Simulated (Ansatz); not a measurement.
# How V(110) screens a field

Where does the screening charge of V(110) sit?

Method: plane-wave DFT, r2SCAN, Ansatz PAW, in Ansatz 0.2.0.

## 1. Set-up

The cell holds 6 atoms: 6 V. Its edges and angles: a = 2.615 Å, b = 2.615 Å, c = 28.677 Å, α = 90.0°, β = 90.0°, γ = 70.5°. Vacuum lies along c.

## 2. Atoms held, field 0

A sawtooth potential applies the field, turning back in the middle of the vacuum. With the dipole correction the typed value is the field outside the slab. The induced dipole is small, so the SCF threshold is tight.

The input, input.yaml:

```yaml
crystal:
  lattice:
    - [2.1354624792, -1.51, 0.0]
    - [2.1354624792, 1.51, 0.0]
    - [0.0, 0.0, 28.6773123959]
  atoms:
    - { symbol: V, position: [0.0, 0.0, 0.3138369411] }
    - { symbol: V, position: [0.5, 0.5, 0.3883021646] }
    - { symbol: V, position: [0.0, 0.0, 0.4627673882] }
    - { symbol: V, position: [0.5, 0.5, 0.5372326118] }
    - { symbol: V, position: [0.0, 0.0, 0.6116978354] }
    - { symbol: V, position: [0.5, 0.5, 0.6861630589] }
kpoints:
  mp_grid: { grid: [20, 20, 1] }
hamiltonian:
  xc: r2scan
scf:
  occupations: { method: fermi_dirac, width: 0.1 }
  convergence: { dr2_threshold: 1.0e-10 }
efield:
  axis: 3
  dipole_correction: true
  ramp_position: 0.97
  ramp_width: 0.06
  amplitude: 0
output:
  forces: true
  write_potential: true
  write_density: true
  volumetric_format: npy
```

Command:

```bash
ansatz run input.yaml --threads 4 --pin off --max-ram 6144MiB --backend cpu --events-out ev --progress --plain --runs-dir out
```

Log:

```text
Engine: ansatz 0.2.0, aarch64-unknown-linux-gnu
Pseudopotentials: kind: paw
Pseudopotential: V, paw, valence charge 13, recommended cutoff 500 eV (meta_gga), V.paw.azcp
Functional definition: r2SCAN
  parameter k0 = 0.174
  parameter k1 = 0.065
  parameter a1 = 4.9479
  exchange = r2scan_x(k0 = k0, k1 = k1, a1 = a1)
  correlation = r2scan_c
Crystal: 6 atoms, lattice volume = 184.943 Å³
Basis set: ecut = 500 eV, 4699 PW (Γ), exchange–correlation on 80×80×864 points (64 copies of the dense FFT grid, shifted against one another)
Bands: 47, of which v1, the nominal top of the filled ones, is band 39 counted from 1 (38 counted from 0)
Symmetry: 4 space group operations
k-points: 111 of 400
Non-local potential: V, projectors of the file, l = 0: 3, l = 1: 2, l = 2: 3, l = 3: 1
PAW form: soft (Blöchl's): semilocal exchange-correlation on the pseudo side does not see the compensation charge
PAW frozen core: V, regenerated for the run's functional (the file was generated under x = pbe(κ = 0.804, μ = 0.219515), c = pbe(β = 0.066725))
PAW one-centre angular grid: V, 590 points (default); XC on 160 Gauss nodes
Initial density: superposition of atomic densities (neutral atoms: chi_scale 0, normalization atom), corrected by the library's trained network
Initial wavefunctions: pseudopotential atomic-orbital guess
Functional: x = r2scan, c = r2scan; τ floored in thin density (d = 2e-4 eV/Å³)
SCF iter   1: F=—  HF=-17500.209355 eV  |F-HF|=—  |Δ(HF+E_count)|=         —  Δρ=2.04e-2  dr2=7.00e0  dr2_τ=1.29e-1  ethr=1.77e-3  p=0.000 e·Å  D=1.87e-13 V/Å  ΔV_dip=-0.00 eV  dr2_dipole=2.98e-6  V_vac-E_F(+/−)=4.90/4.90 eV  ⟨swp⟩=8.3  Hψ=22866  notcnv=0
efield: sawtooth ramp at fractional position 0.9700 (set: `efield.ramp_position`, or a place that a band, a saddle search or an elastic batch's reference lends), width 0.0600; the density the first Hamiltonian is built on has a dipole p = 0.000 e·Å; the dipole correction subtracts the counter field D = 1.87e-13 V/Å, which shifts the + side's vacuum level by -0.00 eV against the − side's; the planar-averaged density in the ramp window peaks in size at 2.5e-5 e/Å³
preconditioner: auto → LDOS  [metal: Δε(μ)=0.004 eV  Ē_g=3.007 eV  σ=0.100 eV  W_gap=0.01  n_scr=20 (ndim 8)  ℏωp=15.0 eV  f_vac=0.499  D(μ)=10.12/eV (n_scr^D=118)  β→1.0]
SCF iter   2: F=—  HF=-17500.306387 eV  |F-HF|=—  |Δ(HF+E_count)|=   9.70e-2  Δρ=1.46e-2  dr2=4.07e-1  dr2_τ=2.72e-2  ethr=1.77e-3  p=0.000 e·Å  D=1.20e-5 V/Å  ΔV_dip=-0.00 eV  dr2_dipole=1.16e-6  V_vac-E_F(+/−)=4.84/4.84 eV  ⟨swp⟩=3.8  Hψ=11952  notcnv=0
SCF iter   3: F=—  HF=-17500.239275 eV  |F-HF|=—  |Δ(HF+E_count)|=   6.71e-2  Δρ=1.28e-3  dr2=7.22e-3  dr2_τ=1.13e-3  ethr=5.22e-4  p=0.000 e·Å  D=9.45e-6 V/Å  ΔV_dip=-0.00 eV  dr2_dipole=2.90e-7  V_vac-E_F(+/−)=4.83/4.83 eV  ⟨swp⟩=3.8  Hψ=11661  notcnv=0
SCF iter   4: F=—  HF=-17500.241654 eV  |F-HF|=—  |Δ(HF+E_count)|=   2.38e-3  Δρ=5.30e-4  dr2=8.11e-4  dr2_τ=1.80e-5  ethr=9.26e-6  p=0.000 e·Å  D=4.64e-7 V/Å  ΔV_dip=-0.00 eV  dr2_dipole=9.73e-9  V_vac-E_F(+/−)=4.85/4.85 eV  ⟨swp⟩=2.2  Hψ=7027  notcnv=0
SCF iter   5: F=—  HF=-17500.242039 eV  |F-HF|=—  |Δ(HF+E_count)|=   3.85e-4  Δρ=2.24e-4  dr2=2.91e-4  dr2_τ=5.92e-6  ethr=1.04e-6  p=0.000 e·Å  D=1.57e-7 V/Å  ΔV_dip=-0.00 eV  dr2_dipole=8.11e-10  V_vac-E_F(+/−)=4.87/4.87 eV  ⟨swp⟩=2.1  Hψ=6989  notcnv=0
SCF iter   6: F=—  HF=-17500.242052 eV  |F-HF|=—  |Δ(HF+E_count)|=   1.32e-5  Δρ=1.03e-4  dr2=4.70e-5  dr2_τ=9.47e-7  ethr=3.73e-7  p=-0.000 e·Å  D=-1.08e-6 V/Å  ΔV_dip=0.00 eV  dr2_dipole=1.50e-10  V_vac-E_F(+/−)=4.88/4.88 eV  ⟨swp⟩=2.1  Hψ=6998  notcnv=0
SCF iter   7: F=—  HF=-17500.242044 eV  |F-HF|=—  |Δ(HF+E_count)|=   8.44e-6  Δρ=3.63e-5  dr2=9.03e-6  dr2_τ=7.85e-8  ethr=6.02e-8  p=-0.000 e·Å  D=-6.03e-7 V/Å  ΔV_dip=0.00 eV  dr2_dipole=2.38e-11  V_vac-E_F(+/−)=4.88/4.88 eV  ⟨swp⟩=2.8  Hψ=8342  notcnv=0
SCF iter   8: F=—  HF=-17500.242050 eV  |F-HF|=—  |Δ(HF+E_count)|=   5.63e-6  Δρ=1.23e-5  dr2=8.11e-7  dr2_τ=1.12e-8  ethr=1.16e-8  p=-0.000 e·Å  D=-1.28e-7 V/Å  ΔV_dip=0.00 eV  dr2_dipole=1.08e-11  V_vac-E_F(+/−)=4.89/4.89 eV  ⟨swp⟩=1.9  Hψ=6308  notcnv=0
SCF iter   9: F=—  HF=-17500.242189 eV  |F-HF|=—  |Δ(HF+E_count)|=   1.40e-4  Δρ=5.22e-6  dr2=1.18e-7  dr2_τ=2.48e-9  ethr=1.04e-9  p=-0.000 e·Å  D=-1.00e-7 V/Å  ΔV_dip=0.00 eV  dr2_dipole=4.66e-12  V_vac-E_F(+/−)=4.89/4.89 eV  ⟨swp⟩=2.2  Hψ=7407  notcnv=0
SCF iter  10: F=—  HF=-17500.242189 eV  |F-HF|=—  |Δ(HF+E_count)|=   4.74e-8  Δρ=2.33e-6  dr2=2.54e-8  dr2_τ=2.90e-10  ethr=1.52e-10  p=-0.000 e·Å  D=-2.44e-8 V/Å  ΔV_dip=0.00 eV  dr2_dipole=7.62e-14  V_vac-E_F(+/−)=4.89/4.89 eV  ⟨swp⟩=2.2  Hψ=7162  notcnv=0
SCF iter  11: F=—  HF=-17500.242189 eV  |F-HF|=—  |Δ(HF+E_count)|=   6.13e-9  Δρ=9.38e-7  dr2=3.16e-9  dr2_τ=3.90e-11  ethr=3.26e-11  p=-0.000 e·Å  D=-1.51e-8 V/Å  ΔV_dip=0.00 eV  dr2_dipole=1.75e-13  V_vac-E_F(+/−)=4.89/4.89 eV  ⟨swp⟩=2.3  Hψ=7151  notcnv=0
SCF iter  12: F=—  HF=-17500.242189 eV  |F-HF|=—  |Δ(HF+E_count)|=  7.42e-10  Δρ=3.06e-7  dr2=2.81e-10  dr2_τ=6.67e-12  ethr=4.05e-12  p=-0.000 e·Å  D=-4.60e-9 V/Å  ΔV_dip=0.00 eV  dr2_dipole=4.59e-15  V_vac-E_F(+/−)=4.89/4.89 eV  ⟨swp⟩=2.7  Hψ=8732  notcnv=0
SCF iter  13: F=-17500.242189 eV  HF=-17500.242189 eV  |F-HF|=7.28e-11  |Δ(HF+E_count)|=  9.82e-11  Δρ=1.07e-7  dr2=1.94e-11  dr2_τ=9.07e-13  ethr=1.00e-12  p=-0.000 e·Å  D=-2.05e-9 V/Å  ΔV_dip=0.00 eV  dr2_dipole=1.23e-15  V_vac-E_F(+/−)=4.89/4.89 eV  ⟨swp⟩=11.4  Hψ=29916  notcnv=0
SCF 1 converged in 13 iterations: F = -17500.242189 eV  dr2 = 1.94e-11
  greatest PAW one-centre occupation: 1.000 electrons in one spin orbital (limit 2), on the V atom at site 5 (counted from 0), in its partial waves of l = 1
WARN: The output density's exchange-correlation potential varies sharply where the density is thin. Do not read a vacuum level from v_tot or v_xc, or from such a field of the output density. On a cell that repeats whose density bears no net charge and no dipole along the vacuum's axis use v_es (v_loc + v_h of the components); under efield.dipole_correction with no amplitude use v_es + v_field, which holds any externa [...]
SCF converged after 13 iterations
Free energy (F): -17500.242189 eV
Harris-Foulkes:  -17500.242189 eV  (|F-HF|=7.28e-11)
Internal energy: -17499.901528 eV  (E = F + TS)
E sigma→0 (E₀):  -17500.071859 eV
Entropy (-TS):   -0.340662 eV (-56.777 meV/atom)
Fermi energy:    4.634581 eV
Dipole field:    D = 0.000000 V/Å  (p = 0.000000 e·Å, saw-weighted, corrected)
Work function:   Φ+ = 4.8877 eV   Φ− = 4.8877 eV
Levels:          The Fermi level and band energies are counted from a zero that moves with the ramp; work functions are not
--- Per-component energies (eV) ---
  E_band       = -1886.876788
  E_kinetic    = 2008.440274
  E_local      = -132215.242666  (includes V_loc(G=0)·N_el)
  E_nonlocal   = -272.310618
  E_hartree    = 65422.156882
  E_xc         = -755.006136
  E_vxc        = -1099.603739  (∫ρ·V_xc dr)
  E_paw        = -6726.862397  (= ΣΔE_a)
  E_vpaw       = -1226.565630  (= ΣTr[D̂ρ^β])
  E_aug_tail   = 0.001071  (compensation charges beyond the density's cutoff)
  E_vtau       = 74.090199  (kinetic-family band-sum trace: ∫τ·v_τ [+ j·A + Jᵃ·Aᵃ] dr)
  E_efield     = 0.000000  (sawtooth field / dipole correction)
  E_vefield    = 0.000000  (∫n·V_field dr)
  E_ewald      = 55040.516748
  E_core_change = -1.594685  (= ΣΔE_core)
  E_smearing   = -0.340662  (= −TS)
  E_closure    = 0.000000  (closes the sum)
  Σ components = -17500.242189   (vs F -17500.242189, Δ=0.00e0)
--- Forces (eV/Å), atoms counted from 1 ---
  atom   1  V      0.00000000     0.00000000     0.68591190
  atom   2  V      0.00000000     0.00000000    -0.35202575
  atom   3  V      0.00000000     0.00000000    -0.06118040
  atom   4  V      0.00000000     0.00000000     0.06118039
  atom   5  V      0.00000000     0.00000000     0.35202574
  atom   6  V      0.00000000     0.00000000    -0.68591186
  max |Σ_I F_I| component: 1.28e-8 eV/Å
--- Band table (eV; the first three rows and the last of 111) ---
  k-point 0: bands = [... 35 lower, 4.3700, 4.6781, 4.7126, 4.8650, 4.9761, 5.0359, 5.1357, 5.2132, ... 4 higher]
  k-point 1: bands = [... 35 lower, 4.3676, 4.6466, 4.6806, 4.8301, 4.9682, 5.0370, 5.0456, 5.2287, ... 4 higher]
  k-point 2: bands = [... 35 lower, 4.3680, 4.4926, 4.6464, 4.7853, 4.8033, 4.8894, 5.1448, 5.2110, ... 4 higher]
  k-point 110: bands = [... 35 lower, 4.1459, 4.7212, 4.9550, 5.9760, 6.1832, 6.2321, 6.4785, 6.4894, ... 4 higher]
```

Run time: 62 s. Hardware: 4 threads of Arm Neoverse V2, shared host; peak memory 1.3 GiB; 4 min of CPU time.

This run has no spin polarisation, although V can carry a moment.

Numbers from this step:

```
energy at zero smearing   : -17500.0719 eV
work function, upper face : 4.888 eV
dipole along the normal   : 4.80e-8 e·Å
```

Running mean over 2.135 Å of the planar mean; the ramp of the sawtooth is left out. Electron's electrostatic potential energy less the Fermi level against z:

| z (Å) | electron's electrostatic potential energy less the Fermi level (eV) |
| --- | --- |
| 4 | 4.89 |
| 5 | 4.88 |
| 6 | 4.75 |
| 7 | 3.58 |
| 8 | -2.97 |
| 9 | -7.82 |
| 10 | -7.69 |
| 11 | -7.66 |
| 12 | -7.66 |
| 13 | -7.64 |
| 14 | -7.65 |
| 15 | -7.65 |
| 16 | -7.65 |
| 17 | -7.66 |
| 18 | -7.66 |
| 19 | -7.75 |
| 20 | -7.25 |
| 21 | -0.350 |
| 22 | 4.24 |
| 23 | 4.82 |
| 24 | 4.88 |
| 25 | 4.89 |

Force by atom:

| atom | x (eV/Å) | y (eV/Å) | z (eV/Å) | size |
| --- | --- | --- | --- | --- |
| V1 | 0.000 | 0.000 | 0.686 | 0.686 |
| V2 | 0.000 | 0.000 | -0.352 | 0.352 |
| V3 | 0.000 | 0.000 | -0.061 | 0.061 |
| V4 | 0.000 | 0.000 | 0.061 | 0.061 |
| V5 | 0.000 | 0.000 | 0.352 | 0.352 |
| V6 | 0.000 | 0.000 | -0.686 | 0.686 |

The work function of the upper face is 4.89 eV.

## 3. Atoms held, field 0.05 V/Å

Changes to input.yaml since step 2:

```diff
@@ -24,3 +24,3 @@
   ramp_width: 0.06
-  amplitude: 0
+  amplitude: 0.05
 output:
```

Log:

```text
[...]
Crystal: 6 atoms, lattice volume = 184.943 Å³
Basis set: ecut = 500 eV, 4699 PW (Γ), exchange–correlation on 80×80×864 points (64 copies of the dense FFT grid, shifted against one another)
Bands: 47, of which v1, the nominal top of the filled ones, is band 39 counted from 1 (38 counted from 0)
Symmetry: 4 space group operations
k-points: 111 of 400
[...]
k-point 0: bands = [... 35 lower, 4.3704, 4.6780, 4.7124, 4.8648, 4.9759, 5.0358, 5.1356, 5.2131, ... 4 higher]
  k-point 1: bands = [... 35 lower, 4.3678, 4.6465, 4.6805, 4.8299, 4.9680, 5.0368, 5.0455, 5.2286, ... 4 higher]
  k-point 2: bands = [... 35 lower, 4.3679, 4.4925, 4.6462, 4.7851, 4.8031, 4.8893, 5.1447, 5.2109, ... 4 higher]
  k-point 110: bands = [... 35 lower, 4.1457, 4.7211, 4.9549, 5.9758, 6.1830, 6.2320, 6.4784, 6.4892, ... 4 higher]
[key lines of the parts left out:]
SCF converged after 13 iterations
Free energy (F): -17500.242856 eV
Fermi energy:    4.634448 eV
Dipole field:    D = 0.026098 V/Å  (p = 0.026674 e·Å, saw-weighted, corrected)
```

It took 60 s on 4 threads; peak memory 1.3 GiB.

The dipole is 0.0267 e·Å.

## 4. Atoms held, field -0.05 V/Å

Changes to input.yaml since step 3:

```diff
@@ -24,3 +24,3 @@
   ramp_width: 0.06
-  amplitude: 0.05
+  amplitude: -0.05
 output:
```

Log:

```text
[...]
Crystal: 6 atoms, lattice volume = 184.943 Å³
Basis set: ecut = 500 eV, 4699 PW (Γ), exchange–correlation on 80×80×864 points (64 copies of the dense FFT grid, shifted against one another)
Bands: 47, of which v1, the nominal top of the filled ones, is band 39 counted from 1 (38 counted from 0)
Symmetry: 4 space group operations
k-points: 111 of 400
[...]
k-point 0: bands = [... 35 lower, 4.3704, 4.6780, 4.7124, 4.8648, 4.9759, 5.0358, 5.1356, 5.2131, ... 4 higher]
  k-point 1: bands = [... 35 lower, 4.3678, 4.6465, 4.6805, 4.8299, 4.9680, 5.0368, 5.0455, 5.2286, ... 4 higher]
  k-point 2: bands = [... 35 lower, 4.3679, 4.4925, 4.6462, 4.7851, 4.8031, 4.8893, 5.1447, 5.2109, ... 4 higher]
  k-point 110: bands = [... 35 lower, 4.1457, 4.7211, 4.9549, 5.9758, 6.1830, 6.2320, 6.4784, 6.4892, ... 4 higher]
[key lines of the parts left out:]
SCF converged after 13 iterations
Free energy (F): -17500.242856 eV
Fermi energy:    4.634448 eV
Dipole field:    D = -0.026098 V/Å  (p = -0.026674 e·Å, saw-weighted, corrected)
```

Run time: 61 s. Hardware: 4 threads; peak memory 1.3 GiB.

The dipole is -0.0267 e·Å.

## 5. Single point, field 0.1 V/Å

Changes to input.yaml since step 4:

```diff
@@ -24,3 +24,3 @@
   ramp_width: 0.06
-  amplitude: -0.05
+  amplitude: 0.1
 output:
```

Log:

```text
[...]
Crystal: 6 atoms, lattice volume = 184.943 Å³
Basis set: ecut = 500 eV, 4699 PW (Γ), exchange–correlation on 80×80×864 points (64 copies of the dense FFT grid, shifted against one another)
Bands: 47, of which v1, the nominal top of the filled ones, is band 39 counted from 1 (38 counted from 0)
Symmetry: 4 space group operations
k-points: 111 of 400
[...]
k-point 0: bands = [... 35 lower, 4.3715, 4.6776, 4.7120, 4.8644, 4.9755, 5.0354, 5.1353, 5.2127, ... 4 higher]
  k-point 1: bands = [... 35 lower, 4.3683, 4.6461, 4.6801, 4.8295, 4.9676, 5.0364, 5.0452, 5.2282, ... 4 higher]
  k-point 2: bands = [... 35 lower, 4.3675, 4.4921, 4.6458, 4.7847, 4.8028, 4.8889, 5.1443, 5.2105, ... 4 higher]
  k-point 110: bands = [... 35 lower, 4.1453, 4.7207, 4.9545, 5.9754, 6.1826, 6.2316, 6.4780, 6.4888, ... 4 higher]
[key lines of the parts left out:]
SCF converged after 14 iterations
Free energy (F): -17500.244857 eV
Fermi energy:    4.634044 eV
Dipole field:    D = 0.052195 V/Å  (p = 0.053346 e·Å, saw-weighted, corrected)
```

Run time: 65 s. Hardware: 4 threads; peak memory 1.3 GiB.

The dipole is 0.0533 e·Å.

## 6. Single point, field -0.1 V/Å

Changes to input.yaml since step 5:

```diff
@@ -24,3 +24,3 @@
   ramp_width: 0.06
-  amplitude: 0.1
+  amplitude: -0.1
 output:
```

Log:

```text
[...]
Crystal: 6 atoms, lattice volume = 184.943 Å³
Basis set: ecut = 500 eV, 4699 PW (Γ), exchange–correlation on 80×80×864 points (64 copies of the dense FFT grid, shifted against one another)
Bands: 47, of which v1, the nominal top of the filled ones, is band 39 counted from 1 (38 counted from 0)
Symmetry: 4 space group operations
k-points: 111 of 400
[...]
k-point 0: bands = [... 35 lower, 4.3715, 4.6776, 4.7120, 4.8644, 4.9755, 5.0354, 5.1353, 5.2127, ... 4 higher]
  k-point 1: bands = [... 35 lower, 4.3683, 4.6461, 4.6801, 4.8295, 4.9676, 5.0364, 5.0452, 5.2282, ... 4 higher]
  k-point 2: bands = [... 35 lower, 4.3675, 4.4921, 4.6458, 4.7847, 4.8028, 4.8889, 5.1443, 5.2105, ... 4 higher]
  k-point 110: bands = [... 35 lower, 4.1453, 4.7207, 4.9545, 5.9754, 6.1826, 6.2316, 6.4780, 6.4888, ... 4 higher]
[key lines of the parts left out:]
SCF converged after 14 iterations
Free energy (F): -17500.244857 eV
Fermi energy:    4.634044 eV
Dipole field:    D = -0.052195 V/Å  (p = -0.053346 e·Å, saw-weighted, corrected)
```

The job ended after 67 s (4 threads; peak memory 1.3 GiB).

The dipole is -0.0533 e·Å.

## 7. Atoms held, field 0.2 V/Å

Changes to input.yaml since step 6:

```diff
@@ -24,3 +24,3 @@
   ramp_width: 0.06
-  amplitude: -0.1
+  amplitude: 0.2
 output:
```

Log:

```text
[...]
Crystal: 6 atoms, lattice volume = 184.943 Å³
Basis set: ecut = 500 eV, 4699 PW (Γ), exchange–correlation on 80×80×864 points (64 copies of the dense FFT grid, shifted against one another)
Bands: 47, of which v1, the nominal top of the filled ones, is band 39 counted from 1 (38 counted from 0)
Symmetry: 4 space group operations
k-points: 111 of 400
[...]
k-point 0: bands = [... 35 lower, 4.3753, 4.6759, 4.7104, 4.8629, 4.9739, 5.0337, 5.1338, 5.2111, ... 4 higher]
  k-point 1: bands = [... 35 lower, 4.3702, 4.6444, 4.6784, 4.8280, 4.9660, 5.0346, 5.0439, 5.2265, ... 4 higher]
  k-point 2: bands = [... 35 lower, 4.3662, 4.4904, 4.6442, 4.7831, 4.8012, 4.8873, 5.1426, 5.2088, ... 4 higher]
  k-point 110: bands = [... 35 lower, 4.1436, 4.7190, 4.9528, 5.9738, 6.1809, 6.2299, 6.4763, 6.4872, ... 4 higher]
[key lines of the parts left out:]
SCF converged after 15 iterations
Free energy (F): -17500.252859 eV
Fermi energy:    4.632422 eV
Dipole field:    D = 0.104404 V/Å  (p = 0.106707 e·Å, saw-weighted, corrected)
```

It took 69 s on 4 threads; peak memory 1.3 GiB.

The dipole is 0.107 e·Å.

## 8. Single point, field -0.2 V/Å

Changes to input.yaml since step 7:

```diff
@@ -24,3 +24,3 @@
   ramp_width: 0.06
-  amplitude: 0.2
+  amplitude: -0.2
 output:
```

Log:

```text
[...]
Crystal: 6 atoms, lattice volume = 184.943 Å³
Basis set: ecut = 500 eV, 4699 PW (Γ), exchange–correlation on 80×80×864 points (64 copies of the dense FFT grid, shifted against one another)
Bands: 47, of which v1, the nominal top of the filled ones, is band 39 counted from 1 (38 counted from 0)
Symmetry: 4 space group operations
k-points: 111 of 400
[...]
k-point 0: bands = [... 35 lower, 4.3753, 4.6759, 4.7104, 4.8629, 4.9739, 5.0337, 5.1338, 5.2111, ... 4 higher]
  k-point 1: bands = [... 35 lower, 4.3702, 4.6444, 4.6784, 4.8280, 4.9660, 5.0346, 5.0439, 5.2265, ... 4 higher]
  k-point 2: bands = [... 35 lower, 4.3662, 4.4904, 4.6442, 4.7831, 4.8012, 4.8873, 5.1426, 5.2088, ... 4 higher]
  k-point 110: bands = [... 35 lower, 4.1436, 4.7190, 4.9528, 5.9738, 6.1809, 6.2299, 6.4763, 6.4872, ... 4 higher]
[key lines of the parts left out:]
SCF converged after 15 iterations
Free energy (F): -17500.252859 eV
Fermi energy:    4.632422 eV
Dipole field:    D = -0.104404 V/Å  (p = -0.106707 e·Å, saw-weighted, corrected)
```

The job ended after 71 s (4 threads; peak memory 1.3 GiB).

The dipole is -0.107 e·Å.

## 9. Atoms held, field 0.4 V/Å

Changes to input.yaml since step 8:

```diff
@@ -24,3 +24,3 @@
   ramp_width: 0.06
-  amplitude: -0.2
+  amplitude: 0.4
 output:
@@ -30 +30,2 @@
   volumetric_format: npy
+  elf: true
```

Log:

```text
[...]
Crystal: 6 atoms, lattice volume = 184.943 Å³
Basis set: ecut = 500 eV, 4699 PW (Γ), exchange–correlation on 80×80×864 points (64 copies of the dense FFT grid, shifted against one another)
Bands: 47, of which v1, the nominal top of the filled ones, is band 39 counted from 1 (38 counted from 0)
Symmetry: 4 space group operations
k-points: 111 of 400
[...]
k-point 0: bands = [... 35 lower, 4.3850, 4.6692, 4.7037, 4.8564, 4.9673, 5.0271, 5.1278, 5.2044, ... 12 higher]
  k-point 1: bands = [... 35 lower, 4.3754, 4.6377, 4.6717, 4.8215, 4.9594, 5.0273, 5.0386, 5.2198, ... 12 higher]
  k-point 2: bands = [... 35 lower, 4.3606, 4.4837, 4.6376, 4.7764, 4.7949, 4.8808, 5.1360, 5.2019, ... 12 higher]
  k-point 110: bands = [... 35 lower, 4.1369, 4.7124, 4.9460, 5.9670, 6.1742, 6.2233, 6.4694, 6.4806, ... 12 higher]
[key lines of the parts left out:]
SCF converged after 26 iterations
Free energy (F): -17500.284878 eV
Fermi energy:    4.625826 eV
Dipole field:    D = 0.208908 V/Å  (p = 0.213516 e·Å, saw-weighted, corrected)
```

Elapsed: 2.5 min, on 4 threads; peak memory 1.5 GiB.

Running mean over 2.135 Å of the planar mean, with the applied field; the ramp of the sawtooth is left out. Table of electron's electrostatic potential energy less the Fermi level by z:

| z (Å) | electron's electrostatic potential energy less the Fermi level (eV) |
| --- | --- |
| 4 | 3.77 |
| 5 | 4.15 |
| 6 | 4.39 |
| 7 | 3.49 |
| 8 | -2.95 |
| 9 | -7.81 |
| 10 | -7.69 |
| 11 | -7.66 |
| 12 | -7.66 |
| 13 | -7.65 |
| 14 | -7.65 |
| 15 | -7.65 |
| 16 | -7.64 |
| 17 | -7.66 |
| 18 | -7.66 |
| 19 | -7.75 |
| 20 | -7.27 |
| 21 | -0.344 |
| 22 | 4.42 |
| 23 | 5.33 |
| 24 | 5.77 |
| 25 | 6.18 |

The dipole is 0.214 e·Å.

(Continued in part 2 of 2.)

[Long decimals in the printed logs are rounded to 6 places.]

[Logs are printed without paths, hosts, clocks, repeated set-up lines and the standing remarks that a program may print on its own settings, such as how far it seeks lower states.]

[Hosts, paths, dates, database ids (printed as entryN), source tags and the programs' standing remarks are cut or masked in the printed files.]

[Maps of the electrostatic potential energy from Ansatz leave out the sawtooth potential of an applied field or a dipole correction, so their vacuum need not be flat; planar profiles and work functions include it.]
